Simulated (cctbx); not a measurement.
**Diagnosing a refinement**

Cell a = 8.8790 Å, b = 10.1350 Å, c = 6.8240 Å, α = 90.00°, β = 90.00°, γ = 90.00°; space group Pbam (no. 55). The compound is NdCrGeS4O.

The data are simulated with cctbx, not measured: Mo Kα, λ = 0.71073 Å, to d = 0.77 Å, 50 % of the full sphere, strongest reflection 5000 counts, noise from counting, a 4 % proportional error and a noise floor of 4 counts (s.d.); no absorption.

An anisotropic refinement with weights 1/σ² prints:

```text
Rint 0.055, 743 unique reflections to 0.77 A
cycle     R1     wR2    GooF  max shift (A)
   1  0.0404  0.1101   1.956   0.01202
   2  0.0288  0.0903   1.604   0.00007
final R1 0.0288 wR2 0.0903 GooF 1.604  parameters 43  data/parameter 17.3
atom        x        y        z      Ueq    occ   su(xyz)  su(Uiso or U11)
Nd1    0.85627  0.17056  0.50000   0.0037  1.000  0.00008  0.0003
Ge1    0.61287  0.35839  0.00000   0.0014  1.000  0.00015  0.0006
Cr1    0.50000  0.00000  0.24592   0.0043  1.000  0.00032  0.0009
S1     0.50000  0.50000  0.20315   0.0097  1.000  0.00049  0.0014
S2     0.83290  0.42106  0.00000   0.0081  1.000  0.00035  0.0014
S3     0.39281  0.78052  0.23731   0.0081  1.000  0.00034  0.0011
O1     0.83080  0.45203  0.50000   0.0105  1.000  0.00110  0.0047
difference map: max 2.47 min -2.27 rms 0.52
Q1    0.1490  0.5019  0.0000    4    2.49  0.80 A from S2
Q2    0.0000  0.0000  0.0848    4    2.37  0.81 A from S1
Q3    0.1121  0.2305  0.0000    4    2.21  0.90 A from Ge1
Q4    0.1442  0.8411  0.5000    4    2.11  0.12 A from Nd1
Q5    0.0326  0.3658  0.5000    4    2.03  1.99 A from O1
Q6    0.1323  0.7604  0.2704    8    2.01  1.72 A from Nd1
```

**Question.** Can this result stand? If not, what is the likely fault?

Mend it. The fault: dispersion terms of the wrong wavelength (1.54184 Å). Against the right model at the same level, R1 goes from 0.0226 to 0.0288 and GooF from 0.91 to 1.60 and U of Ge1 shrinks from 0.0045 to 0.0014 Å². f′ and f″ must be those of the data's wavelength; the error mimics a mistyped heavy atom. The signs are weak, and the output alone doesn't single this fault out.

The compound is NdCrGeS4O. The right model at the same level gives:

```text
Rint 0.055, 743 unique reflections to 0.77 A
cycle     R1     wR2    GooF  max shift (A)
   1  0.0252  0.0581   1.033   0.00491
   2  0.0226  0.0513   0.911   0.00000
final R1 0.0226 wR2 0.0513 GooF 0.911  parameters 43  data/parameter 17.3
atom        x        y        z      Ueq    occ   su(xyz)  su(Uiso or U11)
Nd1    0.85628  0.17055  0.50000   0.0039  1.000  0.00004  0.0002
Ge1    0.61284  0.35851  0.00000   0.0045  1.000  0.00008  0.0004
Cr1    0.50000  0.00000  0.24594   0.0037  1.000  0.00018  0.0005
S1     0.50000  0.50000  0.20345   0.0070  1.000  0.00027  0.0008
S2     0.83298  0.42114  0.00000   0.0053  1.000  0.00019  0.0008
S3     0.39265  0.78020  0.23744   0.0053  1.000  0.00019  0.0006
O1     0.83145  0.45307  0.50000   0.0087  1.000  0.00061  0.0026
difference map: max 1.17 min -1.43 rms 0.33
Q1    0.0163  0.4215  0.0000    4    1.20  1.63 A from S2
Q2    0.1187  0.8561  0.1275    8    1.15  1.87 A from S1
Q3    0.0468  0.0357  0.3161    8    1.10  0.95 A from S1
Q4    0.1725  0.5020  0.1527    8    1.08  1.30 A from S2
Q5    0.1799  0.2197  0.1205    8    1.07  1.19 A from S3
Q6    0.1685  0.1408  0.2294    8    1.06  1.51 A from S3
```

Isotropic U is held between 0.0001 and 1 Å² by the program, and listed peak heights are interpolated, so they can pass the grid's maximum.

This is a model crystal, built by substitution and not relaxed, with assumed displacement parameters.

[Middle refinement cycles are left out of these outputs.]

[Logs are printed without paths, hosts, clocks, repeated set-up lines and the standing remarks that a program may print on its own settings, such as how far it seeks lower states.]
